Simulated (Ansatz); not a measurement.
# Zn(0001) with 2 thermally displaced layers, 2x2: scattering by thermal displacements

Wanted: the phonon-limited resistivity of Zn at 180 K by the Landauer route.

Method: Ansatz plane-wave DFT, PBE, PAW files; ballistic transport by layer matching (Landauer), zero bias; PAW set soft_1, in Ansatz 0.2.0.

Report form: the programs' logs are mostly left out.

### 1. The structure

The cell holds 48 atoms: 48 Zn. Its edges and angles: a = 5.330 Å, b = 5.330 Å, c = 29.680 Å, α = 90.0°, β = 90.0°, γ = 120.0°. It derives from Zn. Regions: lead, 40 atoms (40 Zn); scattering region, 8 atoms (8 Zn). The structure is stacked along c, and the current runs across the ab planes.

### 2. With 2 displaced layers

Each atom of 2 layers is moved at random, by amounts drawn from a normal law 0.0639 Å wide in each direction from the Debye model (327 K) at 180 K. The layers about the cell's end stay perfect and serve as the lead. Disorder leaves little or no symmetry, which makes such runs dear. Energies from -0.05 to 0.05 eV in steps of 0.05 eV are too few for the program's thermal sum, so it prints no conductance; for a metal the transmission near the Fermi level serves, at a fraction of the cost.

The input, input.yaml:

```yaml
crystal:
  lattice:
    - [5.3296, 0.0, 0.0]
    - [-2.6648, 4.615568992, 0.0]
    - [0.0, 0.0, 29.6802]
  atoms:
    - { symbol: Zn, position: [0.1666666667, 0.3333333333, 0.0416666667] }
    - { symbol: Zn, position: [0.1666666667, 0.8333333333, 0.0416666667] }
    - { symbol: Zn, position: [0.6666666667, 0.3333333333, 0.0416666667] }
    - { symbol: Zn, position: [0.6666666667, 0.8333333333, 0.0416666667] }
    - { symbol: Zn, position: [0.3333333333, 0.1666666667, 0.125] }
    - { symbol: Zn, position: [0.3333333333, 0.6666666667, 0.125] }
    - { symbol: Zn, position: [0.8333333333, 0.1666666667, 0.125] }
    - { symbol: Zn, position: [0.8333333333, 0.6666666667, 0.125] }
[... 36 atom lines left out ...]
    - { symbol: Zn, position: [0.3333333333, 0.1666666667, 0.9583333333] }
    - { symbol: Zn, position: [0.3333333333, 0.6666666667, 0.9583333333] }
    - { symbol: Zn, position: [0.8333333333, 0.1666666667, 0.9583333333] }
    - { symbol: Zn, position: [0.8333333333, 0.6666666667, 0.9583333333] }
kpoints:
  mp_grid: { grid: [5, 5, 1] }
hamiltonian:
  xc: pbe
  pseudopotentials: { kind: paw, azcp: { folder: soft_1 } }
scf:
  occupations: { method: fermi_dirac, width: 0.1 }
output:
  transmission:
    leads: [[0, 8]]
    kmesh: [10, 10]
    e_range: [-0.05, 0.05]
    de: 0.05
  write_potential: true
  write_density: true
  volumetric_format: npy
  elf: true
```

Run with:

```console
> ansatz run input.yaml --threads 4 --pin off --max-ram 15360MiB --backend cpu --events-out ev --progress --plain --runs-dir out
```

Wall time 13 min (4 threads of Arm Neoverse V1, shared host); peak memory 5.6 GiB; 47 min of CPU time.

Numbers from this step:

```yaml
free_energy: -159313.8479 eV
energy_at_zero_smearing: -159313.6740 eV
fermi_energy: 10.94 eV
cell_area: 24.60 Å²
transmission_per_spin_nearest_the_fermi_level: 2.748
open_channels_per_spin_nearest_the_fermi_level: 2.77
step_of_the_lead_s_potential: 3.2 meV
```

Per spin. The transmission, zone mean by energy, zero at the Fermi level:

| energy (eV) | transmission, zone mean |
| --- | --- |
| -0.0500 | 2.87 |
| 0.0000 | 2.75 |
| 0.0500 | 2.95 |

Per spin. The open channels, zone mean, lead by energy, zero at the Fermi level:

| energy (eV) | open channels, zone mean, lead |
| --- | --- |
| -0.0500 | 2.89 |
| 0.0000 | 2.77 |
| 0.0500 | 3.01 |

Transmission over k1 and k2. At 0.0000 eV from the Fermi level.

Ten even steps from '_' (1.00) to '@' (4.92):
```
####==__==####++@@++
++==++::::++==++@@@@
++__::::__::::__++++
##==::________::==##
####++::______::++##
####==::________::==
++++++__::::__::::__
++@@@@++==++::::++==
##++@@++####==__==##
####====######====##
```
Columns: k1 (b1) from -0.5 to 0.4; rows upwards: k2 (b2) from -0.5 to 0.4.

Open channels over k1 and k2. At 0.0000 eV from the Fermi level.

Ten even steps from '0' (1.00) to '9' (5.00):
```
7750577595
5552255599
5022022055
7520000257
7752000257
7752000025
5550220220
5995552255
7595775057
7755777557
```
Columns: k1 (b1) from -0.5 to 0.4; rows upwards: k2 (b2) from -0.5 to 0.4.

Electrostatic potential energy in the ca plane at fractional y = 0.165, with atoms of Zn within 0.2 Å of it. With pseudopotentials it is smooth inside the atoms' cores, unlike the true potential.

Ten even steps from '0' (-54 eV) to '9' (12 eV), each cell a mean:
```
99984358999999999522589998899985347999999999
99951015999999997200279999999972004899999999
99951015999999998300389999999962004899999999
99974247999999999644699999999985236999999999
99998789999778999988999998899998789999878999
99999999998667999999999987789999999999767899
99998889999778999988999998899999889999877999
99985358999999999743589999999985347999999999
99951015999999998400269999999972004899999999
99951015999999998400169999999962004899999999
99974247999999999632589999999985236999999999
99998789999778999987899988899998789999878999
99999999998667999999999976689999999999767899
99999899999778999977999976689999889999877999
```
Columns run along c (16.0 Å, from fractional 0.23 to 0.77 of the cell; values clipped at the 3rd and 97th percentile), rows up along a (5.3 Å). Atoms in or near the plane, at fractional coordinates: Zn at (0.29, 0.33), Zn at (0.29, 0.83), Zn at (0.46, 0.33), Zn at (0.46, 0.86), Zn at (0.62, 0.33), Zn at (0.62, 0.83).

ELF in the ca plane at fractional y = 0.165, with atoms of Zn within 0.2 Å of it. It is the smooth field of the valence electrons, not physical close to the nuclei.

Ten even steps from '0' (0.00) to '9' (0.42), each cell a mean:
```
66442124566556664311345655566543123456655664
86430003468999854100145788897431002458999864
86430003468999854100145799997430002458999864
66432124466666654322345666666542113456666664
55554445555444555544555544445554445555444555
45577776554334456777765444444567777654434455
45555555554444455554555544445555555554444455
66442124466556654321345665566543123456655664
86430003468999854200035799986431002458999864
86430003468999854200034799986431002458999864
66432124466666654311245676776442113456666664
55554445555444555544555544455554445555444555
45577777554334456777775443344567777654433455
45555555554444555544565443445555555554444455
```
Columns run along c (16.0 Å, from fractional 0.23 to 0.77 of the cell), rows up along a (5.3 Å). Atoms in or near the plane, at fractional coordinates: Zn at (0.29, 0.33), Zn at (0.29, 0.83), Zn at (0.46, 0.33), Zn at (0.46, 0.86), Zn at (0.62, 0.33), Zn at (0.62, 0.83).

Valence density in the ca plane at fractional y = 0.165, with atoms of Zn within 0.2 Å of it. It is the smooth field of the valence electrons, not physical close to the nuclei.

Ten steps, logarithmic in the rise over the least value, from '0' (0 e/Å³) to '9' (27 e/Å³), each cell a mean:
```
00013431000010001355310011100012442000010000
00037973000000001599510000000026984100000000
00037973000000001488510000000026984100000000
00014641000010000244200000000013552000010000
00001110000121000011000001100001110000121000
10000000001221000000000011110000000000122100
00001110000121000011100001100001110000121000
00013531000110000245310000000013542000010000
00037973000000001489620000000026984100000000
00037973000000001489620000000026984100000000
00014641000010000255310000000013552000010000
00001110000121000011100011100001110000121000
10000000001221000000000012210000000000122100
00001110000121000111100012210000110000121000
```
Columns run along c (16.0 Å, from fractional 0.23 to 0.77 of the cell), rows up along a (5.3 Å). Atoms in or near the plane, at fractional coordinates: Zn at (0.29, 0.33), Zn at (0.29, 0.83), Zn at (0.46, 0.33), Zn at (0.46, 0.86), Zn at (0.62, 0.33), Zn at (0.62, 0.83).

Over the solved energies the transmission per spin lies between 2.75 and 2.95, out of 2.89 channels of the lead on average (up to 3.01).

### 3. With 6 displaced layers

Each atom of 6 layers is moved at random, by amounts drawn from a normal law 0.0639 Å wide in each direction from the Debye model (327 K) at 180 K. A fresh draw is used; the growth of the resistance with length is what counts.

System of this step: Zn(0001) with 6 thermally displaced layers, 2x2. The cell holds 64 atoms: 64 Zn. Cell: a = 5.330 Å, b = 5.330 Å, c = 39.574 Å, α = 90.0°, β = 90.0°, γ = 120.0°. It derives from Zn. Regions: lead, 40 atoms (40 Zn); scattering region, 24 atoms (24 Zn). The structure is stacked along c, and the current runs across the ab planes.

The input, input.yaml:

```yaml
crystal:
  lattice:
    - [5.3296, 0.0, 0.0]
    - [-2.6648, 4.615568992, 0.0]
    - [0.0, 0.0, 39.5736]
  atoms:
    - { symbol: Zn, position: [0.1666666667, 0.3333333333, 0.03125] }
    - { symbol: Zn, position: [0.1666666667, 0.8333333333, 0.03125] }
    - { symbol: Zn, position: [0.6666666667, 0.3333333333, 0.03125] }
    - { symbol: Zn, position: [0.6666666667, 0.8333333333, 0.03125] }
    - { symbol: Zn, position: [0.3333333333, 0.1666666667, 0.09375] }
    - { symbol: Zn, position: [0.3333333333, 0.6666666667, 0.09375] }
    - { symbol: Zn, position: [0.8333333333, 0.1666666667, 0.09375] }
    - { symbol: Zn, position: [0.8333333333, 0.6666666667, 0.09375] }
[... 52 atom lines left out ...]
    - { symbol: Zn, position: [0.3333333333, 0.1666666667, 0.96875] }
    - { symbol: Zn, position: [0.3333333333, 0.6666666667, 0.96875] }
    - { symbol: Zn, position: [0.8333333333, 0.1666666667, 0.96875] }
    - { symbol: Zn, position: [0.8333333333, 0.6666666667, 0.96875] }
kpoints:
  mp_grid: { grid: [5, 5, 1] }
hamiltonian:
  xc: pbe
  pseudopotentials: { kind: paw, azcp: { folder: soft_1 } }
scf:
  occupations: { method: fermi_dirac, width: 0.1 }
output:
  transmission:
    leads: [[0, 8]]
    kmesh: [10, 10]
    e_range: [-0.05, 0.05]
    de: 0.05
  write_potential: true
  write_density: true
  volumetric_format: npy
```

It took 21 min on 4 threads; peak memory 9 GiB.

This step gave:

```yaml
free_energy: -212418.4793 eV
energy_at_zero_smearing: -212418.3685 eV
fermi_energy: 11.07 eV
transmission_per_spin_nearest_the_fermi_level: 2.616
open_channels_per_spin_nearest_the_fermi_level: 2.71
step_of_the_lead_s_potential: 8 meV
```

Per spin. Transmission, zone mean against energy, zero at the Fermi level:

| energy (eV) | transmission, zone mean |
| --- | --- |
| -0.0500 | 2.62 |
| 0.0000 | 2.62 |
| 0.0500 | 2.59 |

Over the solved energies the transmission per spin lies between 2.59 and 2.62, out of 2.75 channels of the lead on average (up to 2.77).

### 4. With 10 displaced layers

Each atom of 10 layers is moved at random, by amounts drawn from a normal law 0.0639 Å wide in each direction from the Debye model (327 K) at 180 K. A fresh draw is used; the growth of the resistance with length is what counts.

System of this step: Zn(0001) with 10 thermally displaced layers, 2x2. The cell holds 80 atoms: 80 Zn. Cell: a = 5.330 Å, b = 5.330 Å, c = 49.467 Å, α = 90.0°, β = 90.0°, γ = 120.0°. It derives from Zn. Regions: lead, 40 atoms (40 Zn); scattering region, 40 atoms (40 Zn). The structure is stacked along c, and the current runs across the ab planes.

The input, input.yaml:

```yaml
crystal:
  lattice:
    - [5.3296, 0.0, 0.0]
    - [-2.6648, 4.615568992, 0.0]
    - [0.0, 0.0, 49.467]
  atoms:
    - { symbol: Zn, position: [0.1666666667, 0.3333333333, 0.025] }
    - { symbol: Zn, position: [0.1666666667, 0.8333333333, 0.025] }
    - { symbol: Zn, position: [0.6666666667, 0.3333333333, 0.025] }
    - { symbol: Zn, position: [0.6666666667, 0.8333333333, 0.025] }
    - { symbol: Zn, position: [0.3333333333, 0.1666666667, 0.075] }
    - { symbol: Zn, position: [0.3333333333, 0.6666666667, 0.075] }
    - { symbol: Zn, position: [0.8333333333, 0.1666666667, 0.075] }
    - { symbol: Zn, position: [0.8333333333, 0.6666666667, 0.075] }
[... 68 atom lines left out ...]
    - { symbol: Zn, position: [0.3333333333, 0.1666666667, 0.975] }
    - { symbol: Zn, position: [0.3333333333, 0.6666666667, 0.975] }
    - { symbol: Zn, position: [0.8333333333, 0.1666666667, 0.975] }
    - { symbol: Zn, position: [0.8333333333, 0.6666666667, 0.975] }
kpoints:
  mp_grid: { grid: [5, 5, 1] }
hamiltonian:
  xc: pbe
  pseudopotentials: { kind: paw, azcp: { folder: soft_1 } }
scf:
  occupations: { method: fermi_dirac, width: 0.1 }
output:
  transmission:
    leads: [[0, 8]]
    kmesh: [10, 10]
    e_range: [-0.05, 0.05]
    de: 0.05
  write_potential: true
  write_density: true
  volumetric_format: npy
```

Elapsed: 31 min, on 4 threads; peak memory 9.5 GiB; 2 h of CPU time.

This step gave:

* free energy: -265522.7424 eV
* energy at zero smearing: -265522.5576 eV
* Fermi energy: 10.97 eV
* transmission per spin nearest the Fermi level: 2.699
* open channels per spin nearest the Fermi level: 3.01
* step of the lead's potential: 2.4 meV

Per spin. Table of transmission, zone mean by energy, zero at the Fermi level:

| energy (eV) | transmission, zone mean |
| --- | --- |
| -0.0500 | 2.65 |
| 0.0000 | 2.70 |
| 0.0500 | 2.61 |

Over the solved energies the transmission per spin lies between 2.61 and 2.70, out of 2.85 channels of the lead on average (up to 3.01).

### 5. The fit

This step: Ansatz plane-wave DFT, PBE, PAW files; ballistic transport by layer matching (Landauer), zero bias; resistivity from the slope of the area resistance; PAW set soft_1 (Ansatz 0.2.0).

This step gave:

| Item | Value |
| --- | --- |
| resistivity | 3.528 µΩ cm |
| intercept | 8.69e-4 fΩ m² |
| scatter about the fit | 0.005888 fΩ m² |

Resistance, by row:

| run | length (Å) | T | channels N | RA (fΩ m²) |
| --- | --- | --- | --- | --- |
| n2 | 4.947 | 2.853 | 2.89 | 0.01415 |
| n6 | 14.84 | 2.611 | 2.75 | 0.06154 |
| n10 | 24.73 | 2.65 | 2.85 | 0.08395 |

The area resistance by length of the displaced region:

| length of the displaced region (Å) | area resistance (fΩ m²) |
| --- | --- |
| 4.95 | 0.0142 |
| 14.84 | 0.0615 |
| 24.73 | 0.0840 |

The area resistance goes from 0.014 to 0.084 fΩ m² between 4.9 and 24.7 Å, a slope of 3.5 µΩ cm.

By hand from the end points: (0.08395 − 0.01415) fΩ m² / (24.73 − 4.95) Å = 3.5 µΩ cm, since 1 fΩ m² per Å is 1000 µΩ cm.

### 6. Summary of results

```
resistivity from the slope  : 3.53 µΩ cm
area resistance over 4.95 Å : 0.0142 fΩ m²
area resistance over 14.8 Å : 0.0615 fΩ m²
area resistance over 24.7 Å : 0.0840 fΩ m²
```

**Reading.** The slope gives 3.5 µΩ cm. The points scatter by 0.0059 fΩ m² about the line, with one random draw a length in a 2x2 cell, so the slope is a rough value. The mean square of the displacements drawn is 0.73, 0.99 and 0.93 of the nominal one at the three lengths; with each resistance scaled back by that, the slope is 3.6 µΩ cm, the value used below. The lead's own channel count moves between the runs (2.89, 2.75 and 2.85), which shifts RA and the slope too. Read with a model of isotropic scattering on a spherical Fermi surface and the lead's 0.91×10¹⁵ S/m², this slope means a mean free path near 278 Å; over these lengths the model's slope is 1.22 times its bulk resistivity, which would be 3.0 µΩ cm. Uncorrelated displacements put too much weight on short waves, which scatter strongly; with the sideways repeat of a small cell, one draw and three short lengths, the method is good to a factor of two or three.

[Logs are printed without paths, hosts, clocks, repeated set-up lines and the standing remarks that a program may print on its own settings, such as how far it seeks lower states.]

[Hosts, paths, dates, database ids (printed as entryN), source tags and the programs' standing remarks are cut or masked in the printed files.]
